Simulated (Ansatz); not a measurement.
# Sc3BC (built on the sites of a database entry of Sc3InC): from the cell to its phonons

How does Sc3BC (built on the sites of a database entry of Sc3InC) vibrate, and is this structure a minimum?

Method: DFT LDA, scalar-relativistic, plane waves, PAW, in Ansatz 0.2.0.

This is a report of a sequence of runs, with most program output left out.

The structure was built from a prototype and need not be the compound's stable phase.

## (1) Starting point

The structure is cubic, space group Pm-3m (No. 221). Conventional cell: a = 4.390 Å, b = 4.390 Å, c = 4.390 Å, α = 90.00°, β = 90.00°, γ = 90.00°. Sc has 2 C at 2.20 Å and 4 B at 3.10 Å and 8 Sc at 3.10 Å nearest. B has 12 Sc at 3.10 Å nearest. C has 6 Sc at 2.20 Å nearest. Farther neighbours are not listed.

## (2) Coarse relaxation

A rough relaxation comes first, because large forces or stress need no tight tolerances yet.

input.yaml

```yaml
crystal:
  lattice:
    - [4.39029, 0.0, 0.0]
    - [0.0, 4.39029, 0.0]
    - [0.0, 0.0, 4.39029]
  atoms:
    - { symbol: Sc, position: [0.5, 0.0, 0.5] }
    - { symbol: Sc, position: [0.0, 0.5, 0.5] }
    - { symbol: Sc, position: [0.5, 0.5, 0.0] }
    - { symbol: B, position: [0.0, 0.0, 0.0] }
    - { symbol: C, position: [0.5, 0.5, 0.5] }
kpoints:
  mp_grid: { grid: [4, 4, 4] }
hamiltonian:
  xc: lda
scf:
  occupations: { method: gaussian, width: 0.1 }
output:
  forces: true
  stress: true
  eigenvalues: true
relax:
  adjacent_minimum: "off"
  f_tol: 0.05
  max_steps: 80
  cell: { stress_tol: 0.5 }
```

Run with:

```console
$ ansatz run input.yaml --threads 8 --pin off --max-ram 14336MiB --backend cpu --events-out ev --progress --plain --runs-dir out
```

Elapsed: 1.3 s, on 8 threads of Intel Xeon Platinum 8488C (Sapphire Rapids), shared host; peak memory 0.46 GiB; 6.7 s of CPU time.

The steps of the relaxation:

```csv
step,energy less that of the first step (eV),largest force component (eV/Å),pressure (GPa),volume (Å³)
1,0.0000,0.0000,-8.88,84.62
2,-0.1743,0.0000,4.44,75.21
3,-0.2066,0.0000,-0.51,78.10
4,-0.2073,0.0000,-0.02,77.79
5*,-0.2042,0.0000,-0.08,77.79
```

Relaxation steps marked * repeat the geometry before them on a plane-wave basis chosen anew for their cell, so energy and pressure can jump there.

Forces are held to the 48 operations that the run works with; a distortion that breaks them can't arise in this run.

```csv
"conventional cell, symmetrised",before,after,change
a (Å),4.390,4.269,-2.8 %
b (Å),4.390,4.269,-2.8 %
c (Å),4.390,4.269,-2.8 %
volume (Å³/atom),16.92,15.56,-8.1 %
```

This step gave:

| Item | Value |
| --- | --- |
| pressure | -0.07647 GPa |
| volume per atom | 15.56 Å³ |
| gap on the k-mesh | 0 eV |

In this step the volume went from 16.92 to 15.56 Å³/atom.

## (3) Relaxation

The cell and atoms are relaxed, since residual forces and stress would shift the frequencies.

input.yaml

```yaml
crystal:
  lattice:
    - [4.2688792747, 0.0, 0.0]
    - [0.0, 4.2688792747, 0.0]
    - [0.0, 0.0, 4.2688792747]
  atoms:
    - { symbol: Sc, position: [0.5, 0.0, 0.5] }
    - { symbol: Sc, position: [0.0, 0.5, 0.5] }
    - { symbol: Sc, position: [0.5, 0.5, 0.0] }
    - { symbol: B, position: [0.0, 0.0, 0.0] }
    - { symbol: C, position: [0.5, 0.5, 0.5] }
kpoints:
  mp_grid: { grid: [8, 8, 8] }
hamiltonian:
  xc: lda
scf:
  occupations: { method: gaussian, width: 0.1 }
output:
  forces: true
  stress: true
  eigenvalues: true
  write_density: true
  write_potential: true
  elf: true
  volumetric_format: npy
relax:
  adjacent_minimum: "off"
  f_tol: 0.005
  max_steps: 80
  cell: { stress_tol: 0.05 }
```

Elapsed: 1.5 s, on 8 threads; peak memory 0.54 GiB.

Little changed from the start: no atom moved by 0.005 Å and no cell edge by 0.1 %.

Numbers from this step:

```
pressure        : 0.04335 GPa
volume per atom : 15.53 Å³
```

ELF in the ac plane at fractional y = 0.500, with atoms of Sc and C within 0.2 Å of it. It is the smooth field of the valence electrons, not physical close to the nuclei.

Ten even steps from '_' (0.06) to '@' (0.79), each cell a mean:
```
==--..__==%%**==####::__..--
::..____..**%%%%%%==____....
__________..----::..________
::..__..============--____::
%%##::..**@@@@@@@@@@==..==##
**%%**::##@@##++%%@@==::%%##
__**##::##%%--__++@@==--%%==
--####::##@@++--##@@==--%%**
%%%%==..##@@@@%%@@@@==..**%%
++--__..++########**==__..==
________....::::::....______
..________==####**::______..
----____--%%##**%%##..__..--
==--..__++%%--__**%%::__::==
```
Columns run along a (4.3 Å), rows up along c (4.3 Å). Atoms in or near the plane, at fractional coordinates: Sc at (0.00, 0.50), Sc at (0.50, 0.00), C at (0.50, 0.50).

Electrostatic potential energy in the ac plane at fractional y = 0.500, with atoms of Sc and C within 0.2 Å of it. With pseudopotentials it is smooth inside the atoms' cores, unlike the true potential.

Ten even steps from '0' (-68 eV) to '9' (13 eV), each cell a mean:
```
99997410268999
99998654578999
99999877889999
88999998999988
56899987899876
13689742589852
01588610278740
02689621489751
45789866799864
77899998999987
99999888899999
99998765689999
99997521368999
99997400158999
```
Columns run along a (4.3 Å; values clipped at the 3rd and 97th percentile), rows up along c (4.3 Å). Atoms in or near the plane, at fractional coordinates: Sc at (0.00, 0.50), Sc at (0.50, 0.00), C at (0.50, 0.50).

Valence density in the ac plane at fractional y = 0.500, with atoms of Sc and C within 0.2 Å of it. It is the smooth field of the valence electrons, not physical close to the nuclei.

Values in e/Å³, 14 rows by 14 columns, each cell a mean:
```
0.1 0.1 0.1 0.2 0.7 3.1 5.9 6.7 5.1 1.8 0.4 0.1 0.1 0.1
0.1 0.1 0.1 0.1 0.3 1.4 3.1 3.9 2.6 0.9 0.2 0.1 0.1 0.1
0.1 0.1 0.1 0.1 0.2 0.4 0.8 1.0 0.7 0.3 0.2 0.1 0.1 0.1
0.5 0.3 0.2 0.2 0.2 0.4 0.5 0.6 0.5 0.3 0.2 0.2 0.2 0.4
2.3 1.5 0.5 0.3 0.4 0.6 0.9 1.0 0.8 0.5 0.3 0.3 0.9 1.8
5.9 4.4 1.6 0.5 0.6 1.1 1.5 1.7 1.4 0.8 0.5 0.7 2.6 5.1
7.3 6.0 2.4 0.7 0.7 1.3 1.8 1.8 1.7 1.0 0.6 1.0 3.9 6.7
6.7 5.1 1.9 0.6 0.6 1.2 1.7 1.8 1.5 0.9 0.5 0.8 3.1 5.9
3.7 2.6 0.9 0.4 0.5 0.8 1.2 1.3 1.1 0.6 0.4 0.4 1.4 3.1
0.8 0.5 0.3 0.2 0.3 0.5 0.6 0.7 0.6 0.4 0.2 0.2 0.3 0.7
0.2 0.2 0.1 0.1 0.2 0.4 0.6 0.7 0.5 0.3 0.2 0.1 0.1 0.2
0.1 0.1 0.1 0.1 0.3 0.9 1.9 2.4 1.6 0.5 0.2 0.1 0.1 0.1
0.1 0.1 0.1 0.2 0.5 2.6 5.1 6.0 4.4 1.5 0.3 0.1 0.1 0.1
0.1 0.1 0.1 0.2 0.8 3.7 6.7 7.3 5.9 2.3 0.5 0.1 0.1 0.1
```
Columns run along a (4.3 Å), rows up along c (4.3 Å). Atoms in or near the plane, at fractional coordinates: Sc at (0.00, 0.50), Sc at (0.50, 0.00), C at (0.50, 0.50).

In this step the volume went from 15.56 to 15.53 Å³/atom.

## (4) Relaxing to small forces for the phonons

Phonons need a cell at rest on their own settings, so the relaxation is repeated with tight tolerances on forces and stress, using the mesh and the filling of the phonon run that follows.

input.yaml

```yaml
crystal:
  lattice:
    - [4.2662331883, 0.0, 0.0]
    - [0.0, 4.2662331883, 0.0]
    - [0.0, 0.0, 4.2662331883]
  atoms:
    - { symbol: Sc, position: [0.5, 0.0, 0.5] }
    - { symbol: Sc, position: [0.0, 0.5, 0.5] }
    - { symbol: Sc, position: [0.5, 0.5, 0.0] }
    - { symbol: B, position: [0.0, 0.0, 0.0] }
    - { symbol: C, position: [0.5, 0.5, 0.5] }
kpoints:
  mp_grid: { grid: [8, 8, 8] }
hamiltonian:
  xc: lda
scf:
  occupations: { method: methfessel_paxton, width: 0.2 }
output:
  forces: true
  stress: true
  eigenvalues: true
relax:
  adjacent_minimum: "off"
  f_tol: 0.001
  max_steps: 60
  cell: { stress_tol: 0.01 }
```

It took 1.5 s on 8 threads; peak memory 0.53 GiB; 9.3 s of CPU time.

Little changed from the start: no atom moved by 0.005 Å and no cell edge by 0.1 %.

Numbers from this step:

- pressure: -0.007578 GPa

The forces vanish by symmetry and the pressure is -0.008 GPa, within the tolerances set. The cell now holds 15.53 Å³/atom.

## (5) Modes at Γ

The zone centre comes first: it holds the modes that light can see, as far as symmetry allows. No field response is asked, since the mesh shows no gap.

input.yaml, the sections that differ from step 4:

```yaml
crystal:
  lattice:
    - [4.2666960729, 0.0, 0.0]
    - [0.0, 4.2666960729, 0.0]
    - [0.0, 0.0, 4.2666960729]
  atoms:
    - { symbol: Sc, position: [0.5, 0.0, 0.5] }
    - { symbol: Sc, position: [0.0, 0.5, 0.5] }
    - { symbol: Sc, position: [0.5, 0.5, 0.0] }
    - { symbol: B, position: [0.0, 0.0, 0.0] }
    - { symbol: C, position: [0.5, 0.5, 0.5] }
output:
  eigenvalues: true
phonons:
  method: dfpt
# kpoints, hamiltonian, scf: as in step 4
# relax: removed
```

Elapsed: 11 s, on 8 threads; peak memory 1.3 GiB; 76 s of CPU time.

This step gave:

```
sum-rule residual before enforcement                    : 2.97e-5 eV/Å²
point group                                             : m-3m
highest optical mode at the zone centre (no LO-TO term) : 547.4 cm⁻¹
lowest optical zone-centre mode                         : -126.7 cm⁻¹
```

Patterns of degenerate modes are one choice out of their space. The modes at Γ (shares of kinetic energy by element, %) (negative means imaginary):

```csv
mode,frequency (cm⁻¹),symmetry,Sc %,B %,C %
1,-126.7,T1u,19,78,3
2,-126.7,T1u,19,78,3
3,-126.7,T1u,19,78,3
4,0.0,acoustic,86,7,8
5,0.0,acoustic,86,7,8
6,0.0,acoustic,86,7,8
7,114.3,T2u,100,0,0
8,114.3,T2u,100,0,0
9,114.3,T2u,100,0,0
10,329.5,T1u,75,14,11
11,329.5,T1u,75,14,11
12,329.5,T1u,75,14,11
13,547.4,T1u,20,1,79
14,547.4,T1u,20,1,79
15,547.4,T1u,20,1,79
```

Displacements in mode 1 (-126.7 cm⁻¹), the largest set to 1:
```
Sc1  0.02  0.05  0.01
Sc2 -0.01 -0.17  0.01
Sc3  0.02 -0.17  0.00
B4  -0.14  1.00 -0.07
C5  -0.03  0.18 -0.01
```

Displacements in mode 10 (329.5 cm⁻¹), the largest set to 1:
```
Sc1  0.01 -0.07 -0.47
Sc2 -0.02  0.03 -0.47
Sc3  0.01  0.03  0.94
B4   0.02  0.07 -1.00
C5  -0.02 -0.06  0.86
```

Before it was imposed, the acoustic sum rule was missed by 3.0e-5 eV/Å². Small misses are needed for a sound result but don't prove that mesh and cutoff are converged. The lowest optical mode is imaginary, 126.7i cm⁻¹, so the energy falls along it.

## (6) The dispersion

Stability and thermal properties need the whole zone. Linear response on a 4×4×4 q mesh gives force constants as far as a supercell of that size would.

input.yaml: that of step 5 with these lines changed.

```diff
@@ -21 +21,8 @@
   method: dfpt
+  qmesh: [4, 4, 4]
+  temperatures: { t_max: 1000, t_step: 50 }
+  qpath:
+    path:
+      - [[0.0, 0.0, 0.0], [0.0, 0.5, 0.0], [0.5, 0.5, 0.0], [0.0, 0.0, 0.0], [0.5, 0.5, 0.5], [0.0, 0.5, 0.0]]
+      - [[0.5, 0.5, 0.5], [0.5, 0.5, 0.0]]
+    npoints: 10
```

Run time: 4.2 min. Hardware: 8 threads; peak memory 2.7 GiB.

Numbers from this step:

```
sum-rule residual before enforcement                    : 3.19e-5 eV/Å²
lowest frequency on the path                            : -131.2 cm⁻¹
highest frequency on the path or at a solved wavevector : 666.2 cm⁻¹
lowest mode on the q mesh (acoustic modes at Γ apart)   : -131.2 cm⁻¹
```

Frequencies (cm⁻¹) solved at each irreducible wavevector; negative means imaginary. Frequencies by wavevector, by row:

```csv
q in reciprocal lattice units,star,mode 1,mode 2,mode 3,mode 4,mode 13,mode 14,mode 15
0 0 0,1,-126.7,-126.7,-126.7,0,547.4,547.4,547.4
0 0 0.25,6,-94,-94,81,81,570.6,570.6,635.5
0 0 -0.5,3,-41,-41,83.3,83.3,587.3,587.3,666.2
0 0.25 0.25,12,-73,-48,67.5,98.9,579.2,610.8,642.7
0 0.25 -0.5,12,-86.9,47.8,74.6,88.3,588.9,622.3,660.5
0 -0.5 -0.5,3,-131.2,49.1,49.1,136.9,592.3,652.7,652.7
0.25 0.25 0.25,8,-59.8,-59.8,21.2,72.3,614.2,614.2,649.2
0.25 0.25 -0.5,12,-87.5,-79,-20,30.3,618,632.2,658.1
0.25 -0.5 -0.5,6,-128.8,-86.1,-86.1,92.1,626.9,653.9,653.9
-0.5 -0.5 -0.5,1,-129.3,-129.3,-129.3,46.3,653.9,653.9,653.9
```

Interpolated from a 4×4×4 q mesh. The phonon branches at the labelled points (cm⁻¹):

```csv
point,branch 1,branch 2,branch 3,branch 4,branch 12,branch 13,branch 14,branch 15
Γ,-127,-127,-127,0,330,547,547,547
halfway,-94,-94,81,81,366,571,571,636
X,-41,-41,83,83,407,587,587,666
halfway,-87,48,75,88,417,589,622,660
M,-131,49,49,137,449,592,653,653
halfway,-73,-48,68,99,375,579,611,643
Γ,-127,-127,-127,0,330,547,547,547
halfway,-60,-60,21,72,388,614,614,649
R,-129,-129,-129,46,482,654,654,654
halfway,-88,-79,-20,30,426,618,632,658
X,-41,-41,83,83,407,587,587,666
jump to R,-129,-129,-129,46,482,654,654,654
halfway,-129,-86,-86,92,456,627,654,654
M,-131,49,49,137,449,592,653,653
```

Tetrahedra on a 16×16×16 mesh, mean over bins of 10 cm-1. Interpolated from a 4×4×4 q mesh. The phonon density of states by wavenumber; read off at these points:

```csv
wavenumber (cm⁻¹),phonon density of states (1/cm⁻¹/cell)
-135,1.1e-4
-105,0.0172
-75,0.0281
-55,0.0168
-25,0.0072
5,0.00606
35,0.0125
55,0.0239
85,0.0500
115,0.0386
145,0.0195
155,0.0332
165,0.0278
195,0.0158
225,0.0394
255,0.0262
275,0.0251
305,0.0223
335,0.0314
365,0.00506
385,0.00745
415,0.0124
445,0.00846
475,9.2e-4
495,0
525,0
555,0.00242
585,0.0326
595,0.0376
605,0.0266
635,0.0235
655,0.0706
665,0.0145
```

The partial phonon density of states has structure finer than the step of the table below, so its rows give means over 25 cm⁻¹, whole bins alone (the curve runs from -139 to 696 cm⁻¹). Peaks (cm⁻¹: height): B -70.8: 0.00752, 86.8: 0.00926, 160.3: 0.0142, 228.6: 0.0204; C 591.1: 0.0304, 654.2: 0.0526; Sc -76.1: 0.0238, 86.8: 0.0349, 160.3: 0.0161, 344.2: 0.0298, 407.3: 0.0132, 591.1: 0.00688.

Phonopy on the run's constants, 13x13x13 mesh, Gaussian sigma 6.0 cm-1. Interpolated from a 4×4×4 q mesh. The partial phonon density of states by wavenumber; means over each step; values in 1/cm⁻¹/cell:

```csv
wavenumber (cm⁻¹),B,C,Sc
-125,6.6e-4,1.4e-5,0.00915
-100,0.00292,2.7e-5,0.0148
-75,0.00651,1.4e-5,0.0194
-50,0.00511,9.6e-6,0.0115
-25,0.00267,7.0e-7,0.00576
0,4.3e-4,4.2e-6,0.00159
25,0.00337,3.1e-5,0.00666
50,0.00799,1.1e-4,0.0160
75,0.00870,3.9e-4,0.0265
100,0.00768,3.7e-4,0.0315
125,0.00559,2.6e-4,0.0201
150,0.0104,3.9e-4,0.0136
175,0.00764,2.8e-4,0.0111
200,0.00637,2.7e-4,0.0106
225,0.0173,6.1e-4,0.0150
250,0.0119,6.3e-4,0.0169
275,0.00656,0.00179,0.0184
300,0.00349,0.00267,0.0187
325,0.00234,0.00245,0.0233
350,0.00110,9.9e-4,0.0228
375,2.8e-4,5.5e-4,0.00601
400,2.8e-4,6.9e-4,0.0107
425,4.9e-5,6.2e-4,0.0102
450,2.6e-7,2.8e-4,0.00570
475,0,4.0e-5,0.00106
500,0,0,1.8e-5
525,0,8.6e-6,1.7e-6
550,1.3e-5,0.00157,3.9e-4
575,5.4e-5,0.0131,0.00311
600,1.1e-4,0.0256,0.00511
625,1.6e-4,0.0212,0.00231
650,2.9e-4,0.0376,0.00171
675,4.5e-5,0.00737,2.0e-4
```

Symmetry leaves 10 wavevectors to solve. The lowest mode among them, the acoustic zeros apart, lies at q = (0, -0.5, -0.5) and is imaginary, 131.2i cm⁻¹, so the energy falls along it.

## (7) Isotope substitution, element B, natural mass 10.81 amu

An isotope changes the mass and not the force constants, so no new electronic calculation is needed; the shifts show which modes move this element.

The same force constants with the mass of B changed from 10.810 to 10.013 u (phonopy, no LO-TO term). Both lists are sorted by frequency; levels can cross, so a row need not hold one and the same mode. Modes under 3 cm⁻¹ are left out. Isotope shifts, by row, the first 40 of 57 rows:

```csv
q,rank,natural mass (cm⁻¹),changed mass (cm⁻¹)
0 0 0,1,-126.7,-130.5
0 0 0,2,-126.7,-130.5
0 0 0,3,-126.7,-130.5
0 0 0,7,114.3,114.3
0 0 0,8,114.3,114.3
0 0 0,9,114.3,114.3
0 0 0,10,329.5,331.3
0 0 0,11,329.5,331.3
0 0 0,12,329.5,331.3
0 0 0,13,547.4,547.6
0 0 0,14,547.4,547.6
0 0 0,15,547.4,547.6
0 0 0.25,1,-94.05,-96.41
0 0 0.25,2,-94.05,-96.41
0 0 0.25,3,81.03,81.45
0 0 0.25,4,81.03,81.45
0 0 0.25,5,112.8,112.8
0 0 0.25,6,130.7,131.2
0 0 0.25,7,130.7,131.2
0 0 0.25,8,146.5,146.5
0 0 0.25,9,191.2,197.8
0 0 0.25,10,310.6,311.9
0 0 0.25,11,310.6,311.9
0 0 0.25,12,365.8,367.3
0 0 0.25,13,570.6,570.7
0 0 0.25,14,570.6,570.7
0 0 0.25,15,635.5,635.5
0 0 -0.5,1,-41,-41.96
0 0 -0.5,2,-41,-41.96
0 0 -0.5,3,83.33,83.33
0 0 -0.5,4,83.33,83.33
0 0 -0.5,5,114.1,114.1
0 0 -0.5,6,184.7,187.4
0 0 -0.5,7,184.7,187.6
0 0 -0.5,8,187.4,187.6
0 0 -0.5,9,233.4,241.8
0 0 -0.5,10,280.9,280.9
0 0 -0.5,11,280.9,280.9
0 0 -0.5,12,407.3,408.6
0 0 -0.5,13,587.3,587.3
```

A mode of this element alone would shift by +3.90 %. The highest zone-centre frequency without the field goes from 547.4 to 547.6 cm⁻¹ (+0.0 %).

## (8) Isotope substitution, element C, natural mass 12.011 amu

The same for C, from 12.01 to 13.00 u.

The same force constants with the mass of C changed from 12.011 to 13.003 u (phonopy, no LO-TO term). Both lists are sorted by frequency; levels can cross, so a row need not hold one and the same mode. Modes under 3 cm⁻¹ are left out. Isotope shifts, by row, the first 40 of 57 rows:

```csv
q,rank,natural mass (cm⁻¹),changed mass (cm⁻¹)
0 0 0,1,-126.7,-126.5
0 0 0,2,-126.7,-126.5
0 0 0,3,-126.7,-126.5
0 0 0,7,114.3,114.3
0 0 0,8,114.3,114.3
0 0 0,9,114.3,114.3
0 0 0,10,329.5,328
0 0 0,11,329.5,328
0 0 0,12,329.5,328
0 0 0,13,547.4,530.8
0 0 0,14,547.4,530.8
0 0 0,15,547.4,530.8
0 0 0.25,1,-94.05,-94.04
0 0 0.25,2,-94.05,-94.04
0 0 0.25,3,81.03,80.84
0 0 0.25,4,81.03,80.84
0 0 0.25,5,112.8,112.8
0 0 0.25,6,130.7,130.6
0 0 0.25,7,130.7,130.6
0 0 0.25,8,146.5,146.4
0 0 0.25,9,191.2,191.1
0 0 0.25,10,310.6,308.9
0 0 0.25,11,310.6,308.9
0 0 0.25,12,365.8,364.7
0 0 0.25,13,570.6,553.2
0 0 0.25,14,570.6,553.2
0 0 0.25,15,635.5,613.3
0 0 -0.5,1,-41,-41
0 0 -0.5,2,-41,-41
0 0 -0.5,3,83.33,83.25
0 0 -0.5,4,83.33,83.25
0 0 -0.5,5,114.1,114.1
0 0 -0.5,6,184.7,184.7
0 0 -0.5,7,184.7,184.7
0 0 -0.5,8,187.4,187.3
0 0 -0.5,9,233.4,233.4
0 0 -0.5,10,280.9,278.8
0 0 -0.5,11,280.9,278.8
0 0 -0.5,12,407.3,407.3
0 0 -0.5,13,587.3,569.2
```

A mode of this element alone would shift by -3.89 %. The highest zone-centre frequency without the field goes from 547.4 to 530.8 cm⁻¹ (-3.0 %).

## (9) Results

```json
{
 "space group after relaxation (within 0.01 Å)": "Pm-3m",
 "volume per atom": "15.5 Å³",
 "electronic character": "no gap on this mesh",
 "highest optical mode at the zone centre (no LO-TO term)": "547 cm⁻¹",
 "lowest optical zone-centre mode": "-127 cm⁻¹",
 "lowest mode on the q mesh (acoustic modes at Γ apart)": "-131 cm⁻¹",
 "highest frequency on the path or at a solved wavevector": "666 cm⁻¹",
 "imaginary modes on the 4×4×4 q mesh": "yes"
}
```

In words: Modes are clearly imaginary (beyond 10i cm⁻¹) at 10 of the 10 irreducible wavevectors, most at q = (0, -0.5, -0.5) (131.2i cm⁻¹), so this structure is not a minimum of the energy. The optical modes at Γ span -127 to 547 cm⁻¹ (negative means imaginary). The highest mode in this list at Γ, 547.4 cm⁻¹, is mostly motion of C (79 % of the kinetic energy). With no gap, or one that is small against the smearing, the frequencies hang on the k mesh and the smearing, most of all near Kohn anomalies. The starting cell was built on a prototype and not taken from a measurement, so the phase need not exist. These are harmonic frequencies at zero temperature: anharmonic shifts, linewidths and thermal expansion are left out.

[Logs are printed without paths, hosts, clocks, repeated set-up lines and the standing remarks that a program may print on its own settings, such as how far it seeks lower states.]

[Hosts, paths, dates, database ids (printed as entryN), source tags and the programs' standing remarks are cut or masked in the printed files.]
